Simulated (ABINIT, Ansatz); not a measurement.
**How the form of the self-energy moves the gap of Rb2AlTlH6 (Fm-3m)**

How much does the gap of Rb2AlTlH6 (Fm-3m) depend on the approximation to the self-energy?

Main program and level: ABINIT 10.8.3; LDA and many-body steps on it, plane waves.

### Step 1. Starting point

Symmetry: Fm-3m, No. 225, cubic system. The conventional cell has a = 8.687 Å, b = 8.687 Å, c = 8.687 Å, α = 90.00°, β = 90.00°, γ = 90.00°. Nearest to Rb lie 12 H at 3.10 Å. Nearest to Al lie 6 H at 1.79 Å. Nearest to Tl lie 6 H at 2.56 Å. Nearest to H lie 1 Al at 1.79 Å and 4 H at 2.53 Å and 1 Tl at 2.56 Å and 4 Rb at 3.10 Å. Farther neighbours are not listed.

The cell and positions are those that the Materials Project relaxed with its own functionals (PBE, PBE+U or r2SCAN), kept fixed. Spin-orbit coupling is left out unless a step names it.

### Step 2. Empty states on the mesh, 2×2×2 mesh, 314 bands

This step: ABINIT 10.8.3; DFT, LDA, plane waves, norm-conserving pseudopotentials.

The sums over transitions need many empty states on a uniform mesh; this step solves for them.

File run.abi:

```
acell 3*1.0 Angstrom
rprim 
  0.000000000000 4.343365000000 4.343365000000
  4.343365000000 -0.000000000000 4.343365000000
  4.343365000000 4.343365000000 -0.000000000000
ntypat 4
znucl 37 13 81 1
natom 10
typat 1 1 2 3 4 4 4 4 4 4
xred 
  0.250000000000 0.250000000000 0.250000000000
  0.750000000000 0.750000000000 0.750000000000
  0.500000000000 0.500000000000 0.500000000000
  0.000000000000 0.000000000000 -0.000000000000
  0.294156000000 0.705844000000 0.705844000000
  0.294156000000 0.705844000000 0.294156000000
  0.705844000000 0.294156000000 0.705844000000
  0.705844000000 0.705844000000 0.294156000000
  0.294156000000 0.294156000000 0.705844000000
  0.705844000000 0.294156000000 0.294156000000
pp_dirpath "pseudos"
pseudos "Rb.upf, Al.upf, Tl.upf, H.upf"
ecut 31
ngkpt 2 2 2
nshiftk 1
shiftk 0 0 0
kptopt 1
chksymbreak 0
iscf -2
irdden 1
istwfk *1
nband 314
nbdbuf 28
tolwfr 1e-09
nstep 60
prtvol 0
indata_prefix "in"
outdata_prefix "out"
tmpdata_prefix "tmp"
```

Started as:

```
OMP_NUM_THREADS=1 mpirun -n 4 abinit run.abi > log
```

Numbers of over 12 decimals in the logs are rounded to 6 here.

Output:

```text
.Version 10.8.3 of ABINIT. v10.8.2 released Aug 2026.

 Symmetries : space group Fm -3 m (#225); Bravais cF (face-center cubic)
[... echo of the input left out ...]
== DATASET  1 ==================================================================
-   mpi_nproc: 4, omp_nthreads: 1 (-1 if OMP is not activated)
-    --> not optimal distribution: autoparal keyword recommended in input file <--

--- !DatasetInfo
iteration_state: {dtset: 1, }
dimensions: {natom: 10, nkpt: 3, mband: 314, nsppol: 1, nspinor: 1, nspden: 1, mpw: 9185, }
cutoff_energies: {ecut:  31.0, pawecutdg:  -1.0, }
[...]
2.81606    2.81606    2.88472    2.88481    2.88500    2.88520    2.88566    2.88985
   2.89003    2.89015    2.89838    2.89986    2.90173    2.90656    2.90852    2.91097
   2.92247    2.92340
 prteigrs : prtvol=0 or 1, do not print more k-points.

== END DATASET(S) ==============================================================
================================================================================

 -outvars: echo values of variables after computation  --------
            nband         314
             nkpt           3
          spgroup         225
 [... the other variables as echoed above ...]

 Calculation completed.
```

Run time: 3.8 min. Hardware: 4 MPI ranks of Arm Neoverse V1, shared host; peak memory 0.49 GiB.

Numbers from this step:

```yaml
gap: 0.4014 eV
k_of_the_valence_top: 0.5, 0.5, 0
k_of_the_conduction_bottom: 0.5, 0, 0
least_direct_gap: 1.814 eV
k_points_computed: 3
lowest_point_of_the_top_converged_band_above_the_valence_top: 72.3706 eV
```

On this mesh the gap is 0.401 eV.

The density comes from a self-consistent run that is not shown.

### Step 3. Screening, 2×2×2 mesh, 128 bands, screening to 114.3 eV

The RPA dielectric matrix is built and inverted for each q.

This step: RPA screening on LDA, plane waves, norm-conserving pseudopotentials.

run.abi, as its differences from that of step 2:

```diff
@@ -28,10 +28,11 @@
 chksymbreak 0
-iscf -2
-irdden 1
 istwfk *1
-nband 314
-nbdbuf 28
-tolwfr 1e-09
-nstep 60
-prtvol 0
+occopt 1
+irdwfk 1
+optdriver 3
+nband 128
+ecuteps 4.2
+inclvkb 2
+awtr 1
+symchi 1
 indata_prefix "in"
```

Output:

```text
.Version 10.8.3 of ABINIT. v10.8.2 released Aug 2026.

 Symmetries : space group Fm -3 m (#225); Bravais cF (face-center cubic)
[... echo of the input left out ...]
== DATASET  1 ==================================================================
-   mpi_nproc: 4, omp_nthreads: 1 (-1 if OMP is not activated)

--- !DatasetInfo
iteration_state: {dtset: 1, }
dimensions: {natom: 10, nkpt: 3, mband: 128, nsppol: 1, nspinor: 1, nspden: 1, mpw: 9185, }
cutoff_energies: {ecut:  31.0, pawecutdg:  -1.0, }
electrons: {nelect:   4.00000000E+01, charge:   0.00000000E+00, occopt:   1.00000000E+00, tsmear:   1.00000000E-02, }

 SCREENING: Calculation of the susceptibility and dielectric matrices

 Based on a program developped by R.W. Godby, V. Olevano, G. Onida, and L. Reining.
 Incorporated in ABINIT by V. Olevano, G.-M. Rignanese, and M. Torrent.
.Using double precision arithmetic ; gwpc =  8

[... cell and pseudopotentials left out ...]
--------------------------------------------------------------------------------

 ==== K-mesh for the wavefunctions ====
 Number of points in the irreducible wedge :     3
[... list of points left out ...]
 Together with 48 symmetry operations and time-reversal symmetry
 yields     8 points in the full Brillouin Zone.

 ==== Q-mesh for the screening function ====
 Number of points in the irreducible wedge :     3
[... list of points left out ...]
 Together with 48 symmetry operations and time-reversal symmetry
 yields     8 points in the full Brillouin Zone.

 setmesh: FFT mesh size selected  =    40x   40x   40
          total number of points  =        64000

 vcoul_init : cutoff-mode = AUXILIARY_FUNCTION
 q-points for optical limit:   1
     1)      0.000010    0.000020    0.000030

- screening: taking advantage of time-reversal symmetry
- Maximum band index for partially occupied states nbvw = 20
- Remaining bands to be divided among processors   nbcw = 108
- Number of bands treated by each node ~27

 Number of electrons calculated from density =   40.0000; Expected =   40.0000
 average of density, n =  0.036170
 r_s =    1.8758
 omega_plasma =   18.3456 [eV]

 calculating chi0 at frequencies [eV] :
  1    0.000000E+00    0.000000E+00
  2    0.000000E+00    1.834564E+01

--------------------------------------------------------------------------------
  q-point number  1        q = ( 0.000000, 0.000000, 0.000000) [r.l.u.]
--------------------------------------------------------------------------------
[... chi0 elements left out ...]
 For q-point:  0.000010 0.000020 0.000030
  dielectric constant =   8.9822
  dielectric constant without local fields =  10.5499

  Average fulfillment of the sum rule on Im[epsilon] for q-point    1 :     71.06  [%]
[... wings left out ...]
  q-point number  2        q = ( 0.500000, 0.000000, 0.000000) [r.l.u.]
--------------------------------------------------------------------------------
[... chi0 elements left out ...]
  Average fulfillment of the sum rule on Im[epsilon] for q-point    2 :     79.29  [%]

 [... 1 further q-points ...]
```

It took 24 s on 4 MPI ranks; peak memory 1.5 GiB.

This step gave:

```
ε∞ with local fields, on this mesh, along the program's q direction : 8.982
the same without local fields                                       : 10.55
plasma frequency                                                    : 18.35 eV
plane waves in the screening matrix                                 : 459
```

Local fields lower ε∞ by 15 %. On a Γ-centred mesh this coarse the value itself is usually too large, while a short band sum pulls it down.

### Step 4. G0W0, Godby-Needs plasmon pole

The self-energy is evaluated for the states that the input lists, and the levels follow from it, in one-shot runs by the linearised quasiparticle equation.

This step: G0W0 on LDA, plane waves, norm-conserving pseudopotentials.

run.abi, as its differences from that of step 3:

```diff
@@ -31,8 +31,19 @@
 irdwfk 1
-optdriver 3
+optdriver 4
 nband 128
+gwcalctyp 0
+ecutsigx 31
+symsigma 1
+nkptgw 3
+kptgw 
+  0.5000000000 0.5000000000 0.0000000000
+  0.5000000000 0.0000000000 0.0000000000
+  0.0000000000 0.0000000000 0.0000000000
+bdgw 
+  19 22
+  18 23
+  19 23
 ecuteps 4.2
-inclvkb 2
-awtr 1
-symchi 1
+irdscr 1
+ppmodel 1
 indata_prefix "in"
```

Output:

```text
.Version 10.8.3 of ABINIT. v10.8.2 released Aug 2026.

 Symmetries : space group Fm -3 m (#225); Bravais cF (face-center cubic)
[... echo of the input left out ...]
== DATASET  1 ==================================================================
-   mpi_nproc: 4, omp_nthreads: 1 (-1 if OMP is not activated)

--- !DatasetInfo
iteration_state: {dtset: 1, }
dimensions: {natom: 10, nkpt: 3, mband: 128, nsppol: 1, nspinor: 1, nspden: 1, mpw: 9185, }
cutoff_energies: {ecut:  31.0, pawecutdg:  -1.0, }
electrons: {nelect:   4.00000000E+01, charge:   0.00000000E+00, occopt:   1.00000000E+00, tsmear:   1.00000000E-02, }

 SIGMA: Calculation of the GW corrections

 Based on a program developped by R.W. Godby, V. Olevano, G. Onida, and L. Reining.
 Incorporated in ABINIT by V. Olevano, G.-M. Rignanese, and M. Torrent.
.Using double precision arithmetic ; gwpc =  8

[... cell and pseudopotentials left out ...]
--------------------------------------------------------------------------------

 ==== K-mesh for the wavefunctions ====
 Number of points in the irreducible wedge :     3
[... list of points left out ...]
 Together with 48 symmetry operations and time-reversal symmetry
 yields     8 points in the full Brillouin Zone.

 ==== Q-mesh for screening function ====
 Number of points in the irreducible wedge :     3
[... list of points left out ...]
 Together with 48 symmetry operations and time-reversal symmetry
 yields     8 points in the full Brillouin Zone.

 vcoul_init : cutoff-mode = AUXILIARY_FUNCTION
 q-points for optical limit:   1
     1)      0.000010    0.000020    0.000030
 setmesh: FFT mesh size selected  =    60x   60x   60
          total number of points  =       216000

 Number of electrons calculated from density =   40.0000; Expected =   40.0000
 average of density, n =  0.036170
 r_s =    1.8758
 omega_plasma =   18.3456 [eV]

 === KS Band Gaps ===
  >>>> For spin  1
   Minimum direct gap =   1.8140 [eV], located at k-point      :   0.5000  0.5000  0.0000
   Fundamental gap    =   0.4013 [eV], Top of valence bands at :   0.5000  0.5000  0.0000
                                       Bottom of conduction at :   0.5000  0.0000  0.0000
 SIGMA fundamental parameters:
 PLASMON POLE MODEL  1
 number of plane-waves for SigmaX                 9185
 number of plane-waves for SigmaC and W            459
 number of plane-waves for wavefunctions          9185
 number of bands                                   128
 number of independent spin polarizations            1
 number of spinorial components                      1
 number of k-points in IBZ                           3
 number of q-points in IBZ                           3
 number of symmetry operations                      48
 number of k-points in BZ                            8
 number of q-points in BZ                            8
 number of frequencies for dSigma/dE                 9
 frequency step for dSigma/dE [eV]                0.25
 number of omega for Sigma on real axis              0
 max omega for Sigma on real axis  [eV]           0.00
 zcut for avoiding poles [eV]                     0.10

 EPSILON^-1 parameters (SCR file):
 dimension of the eps^-1 matrix on file            459
 dimension of the eps^-1 matrix used               459
 number of plane-waves for wavefunctions          9185
 number of bands                                   128
 number of q-points in IBZ                           3
 number of frequencies                               2
 number of real frequencies                          1
 number of imag frequencies                          1

 matrix elements of self-energy operator (all in [eV])

 Perturbative Calculation

--- !SelfEnergy_ee
iteration_state: {dtset: 1, }
kpoint     : [   0.500,    0.500,    0.000, ]
spin       : 1
KS_gap     :    1.814
QP_gap     :    2.892
Delta_QP_KS:    1.078
data: !SigmaeeData |
     Band     E0 <VxcDFT>   SigX SigC(E0)      Z dSigC/dE  Sig(E)    E-E0       E
       19   1.021 -11.193 -13.861   2.213   0.768  -0.303 -11.543  -0.350   0.672
       20   2.165 -11.838 -13.677   1.467   0.776  -0.289 -12.126  -0.288   1.877
       21   3.979  -9.184  -5.356  -2.844   0.802  -0.247  -8.394   0.790   4.769
       22   3.979  -9.184  -5.356  -2.844   0.802  -0.247  -8.394   0.790   4.769

--- !SelfEnergy_ee
iteration_state: {dtset: 1, }
kpoint     : [   0.500,    0.000,    0.000, ]
spin       : 1
KS_gap     :    2.698
QP_gap     :    3.801
Delta_QP_KS:    1.104
data: !SigmaeeData |
     Band     E0 <VxcDFT>   SigX SigC(E0)      Z dSigC/dE  Sig(E)    E-E0       E
       18  -0.236 -10.322 -13.136   2.321   0.762  -0.313 -10.697  -0.376  -0.612
       19  -0.236 -10.322 -13.136   2.321   0.762  -0.313 -10.697  -0.376  -0.612
[...]
--- !SelfEnergy_ee
iteration_state: {dtset: 1, }
kpoint     : [   0.000,    0.000,    0.000, ]
spin       : 1
KS_gap     :    3.500
QP_gap     :    4.547
Delta_QP_KS:    1.047
data: !SigmaeeData |
     Band     E0 <VxcDFT>   SigX SigC(E0)      Z dSigC/dE  Sig(E)    E-E0       E
[...]
21   4.155  -9.390  -5.698  -2.777   0.799  -0.252  -8.660   0.730   4.885
       22   4.155  -9.390  -5.698  -2.777   0.799  -0.252  -8.660   0.730   4.885
       23   4.155  -9.390  -5.698  -2.777   0.799  -0.252  -8.660   0.730   4.885

 New Fermi energy :        9.509135E-02 Ha ,    2.587568E+00 eV

 === QP Band Gaps ===
  >>>> For spin  1
   Minimum direct gap =   2.8922 [eV], located at k-point      :   0.5000  0.5000  0.0000
   Fundamental gap    =   1.4211 [eV], Top of valence bands at :   0.5000  0.5000  0.0000
                                       Bottom of conduction at :   0.5000  0.0000  0.0000

== END DATASET(S) ==============================================================
================================================================================

 -outvars: echo values of variables after computation  --------
           etotal      0.0000000000E+00
            nband         128
             nkpt           3
          spgroup         225
 [... the other variables as echoed above ...]

 Calculation completed.
```

It took 24 s on 4 MPI ranks; peak memory 1.2 GiB.

Numbers from this step:

| Property | Result |
| --- | --- |
| G0W0 gap on the points computed | 1.421 eV |
| starting gap on the mesh | 0.4014 eV |
| k of the valence top | 0.5, 0.5, 0 |
| k of the conduction bottom | 0.5, 0, 0 |
| Z at the valence top | 0.776 |
| Z at the conduction bottom | 0.808 |
| least direct G0W0 gap on the computed points | 2.892 eV |

The gap on the mesh goes from 0.40 eV to 1.42 eV, a correction of +1.02 eV.

### Step 5. G0W0, Hybertsen-Louie plasmon pole

run.abi, as its differences from that of step 4:

```diff
@@ -47,3 +47,3 @@
 irdscr 1
-ppmodel 1
+ppmodel 2
 indata_prefix "in"
```

Output:

```text
.Version 10.8.3 of ABINIT. v10.8.2 released Aug 2026.

 Symmetries : space group Fm -3 m (#225); Bravais cF (face-center cubic)
[... echo of the input left out ...]
== DATASET  1 ==================================================================
-   mpi_nproc: 4, omp_nthreads: 1 (-1 if OMP is not activated)

--- !DatasetInfo
iteration_state: {dtset: 1, }
dimensions: {natom: 10, nkpt: 3, mband: 128, nsppol: 1, nspinor: 1, nspden: 1, mpw: 9185, }
cutoff_energies: {ecut:  31.0, pawecutdg:  -1.0, }
electrons: {nelect:   4.00000000E+01, charge:   0.00000000E+00, occopt:   1.00000000E+00, tsmear:   1.00000000E-02, }

 SIGMA: Calculation of the GW corrections

 Based on a program developped by R.W. Godby, V. Olevano, G. Onida, and L. Reining.
 Incorporated in ABINIT by V. Olevano, G.-M. Rignanese, and M. Torrent.
.Using double precision arithmetic ; gwpc =  8

[... cell and pseudopotentials left out ...]
--------------------------------------------------------------------------------

 ==== K-mesh for the wavefunctions ====
 Number of points in the irreducible wedge :     3
[... list of points left out ...]
 Together with 48 symmetry operations and time-reversal symmetry
 yields     8 points in the full Brillouin Zone.

 ==== Q-mesh for screening function ====
 Number of points in the irreducible wedge :     3
[... list of points left out ...]
 Together with 48 symmetry operations and time-reversal symmetry
 yields     8 points in the full Brillouin Zone.

 vcoul_init : cutoff-mode = AUXILIARY_FUNCTION
 q-points for optical limit:   1
     1)      0.000010    0.000020    0.000030
 setmesh: FFT mesh size selected  =    60x   60x   60
          total number of points  =       216000

 Number of electrons calculated from density =   40.0000; Expected =   40.0000
[...]
Perturbative Calculation

--- !SelfEnergy_ee
iteration_state: {dtset: 1, }
kpoint     : [   0.500,    0.500,    0.000, ]
spin       : 1
KS_gap     :    1.814
QP_gap     :    2.986
Delta_QP_KS:    1.172
data: !SigmaeeData |
     Band     E0 <VxcDFT>   SigX SigC(E0)      Z dSigC/dE  Sig(E)    E-E0       E
       19   1.021 -11.193 -13.861   1.938   0.816  -0.225 -11.789  -0.596   0.426
       20   2.165 -11.838 -13.677   1.283   0.823  -0.215 -12.296  -0.458   1.707
       21   3.979  -9.184  -5.356  -2.979   0.841  -0.189  -8.470   0.714   4.693
[...]
--- !SelfEnergy_ee
iteration_state: {dtset: 1, }
kpoint     : [   0.500,    0.000,    0.000, ]
spin       : 1
KS_gap     :    2.698
QP_gap     :    3.914
Delta_QP_KS:    1.216
data: !SigmaeeData |
     Band     E0 <VxcDFT>   SigX SigC(E0)      Z dSigC/dE  Sig(E)    E-E0       E
[...]
--- !SelfEnergy_ee
iteration_state: {dtset: 1, }
kpoint     : [   0.000,    0.000,    0.000, ]
spin       : 1
KS_gap     :    3.500
QP_gap     :    4.736
Delta_QP_KS:    1.236
data: !SigmaeeData |
     Band     E0 <VxcDFT>   SigX SigC(E0)      Z dSigC/dE  Sig(E)    E-E0       E
[...]
22   4.155  -9.390  -5.698  -2.897   0.839  -0.192  -8.723   0.667   4.822
       23   4.155  -9.390  -5.698  -2.897   0.839  -0.192  -8.723   0.667   4.822

 New Fermi energy :        8.967900E-02 Ha ,    2.440290E+00 eV

 === QP Band Gaps ===
  >>>> For spin  1
   Minimum direct gap =   2.9861 [eV], located at k-point      :   0.5000  0.5000  0.0000
   Fundamental gap    =   1.4658 [eV], Top of valence bands at :   0.5000  0.5000  0.0000
                                       Bottom of conduction at :   0.5000  0.0000  0.0000

== END DATASET(S) ==============================================================
================================================================================

 -outvars: echo values of variables after computation  --------
           etotal      0.0000000000E+00
            nband         128
             nkpt           3
          spgroup         225
 [... the other variables as echoed above ...]

 Calculation completed.
```

Elapsed: 23 s, on 4 MPI ranks; peak memory 1.2 GiB.

Numbers from this step:

```
G0W0 gap on the points computed              : 1.466 eV
starting gap on the mesh                     : 0.4014 eV
k of the valence top                         : 0.5, 0.5, 0
k of the conduction bottom                   : 0.5, 0, 0
Z at the valence top                         : 0.823
Z at the conduction bottom                   : 0.843
least direct G0W0 gap on the computed points : 2.986 eV
```

Against G0W0 in ABINIT (2×2×2 mesh, 128 bands, screening to 114.3 eV, Godby-Needs plasmon pole), the gap moves by +0.045 eV.

### Step 6. G0W0, Engel-Farid plasmon pole

run.abi, as its differences from that of step 5:

```diff
@@ -47,3 +47,3 @@
 irdscr 1
-ppmodel 2
+ppmodel 4
 indata_prefix "in"
```

Output:

```text
.Version 10.8.3 of ABINIT. v10.8.2 released Aug 2026.

 Symmetries : space group Fm -3 m (#225); Bravais cF (face-center cubic)
[... echo of the input left out ...]
== DATASET  1 ==================================================================
-   mpi_nproc: 4, omp_nthreads: 1 (-1 if OMP is not activated)

--- !DatasetInfo
iteration_state: {dtset: 1, }
dimensions: {natom: 10, nkpt: 3, mband: 128, nsppol: 1, nspinor: 1, nspden: 1, mpw: 9185, }
cutoff_energies: {ecut:  31.0, pawecutdg:  -1.0, }
[...]
Minimum direct gap =   2.9110 [eV], located at k-point      :   0.5000  0.5000  0.0000
   Fundamental gap    =   1.4175 [eV], Top of valence bands at :   0.5000  0.5000  0.0000
                                       Bottom of conduction at :   0.5000  0.0000  0.0000

== END DATASET(S) ==============================================================
================================================================================

 -outvars: echo values of variables after computation  --------
           etotal      0.0000000000E+00
            nband         128
             nkpt           3
          spgroup         225
 [... the other variables as echoed above ...]

 Calculation completed.
```

Elapsed: 12 s, on 4 MPI ranks; peak memory 1.2 GiB; 48 s of CPU time.

This step gave:

```yaml
g0w0_gap_on_the_points_computed: 1.418 eV
starting_gap_on_the_mesh: 0.4014 eV
k_of_the_valence_top: 0.5, 0.5, 0
k_of_the_conduction_bottom: 0.5, 0, 0
least_direct_g0w0_gap_on_the_computed_points: 2.911 eV
```

Against G0W0 in ABINIT (2×2×2 mesh, 128 bands, screening to 114.3 eV, Godby-Needs plasmon pole), the gap moves by −0.003 eV.

(Part 1 of 2 ends here.)

[Paths, hosts, dates, memory and timing lines, banners, echoed tables and standing remarks are left out of the program output.]

[Logs are printed without paths, hosts, clocks, repeated set-up lines and the standing remarks that a program may print on its own settings, such as how far it seeks lower states.]

[Runs of the session that timed out or met a known fault of the program may be left out.]

[Hosts, paths, dates, database ids (printed as entryN), source tags and the programs' standing remarks are cut or masked in the printed files.]

[G0W0 gaps are taken among the corrected bands and points alone; a level outside them can change the order at an edge.]

[Where Ansatz stands beside ABINIT at settings called matched, ABINIT's density can come from a denser mesh and the files from another edition; pairs whose starting gaps differed by over 0.03 eV were left out, so agreement reads better than it is.]
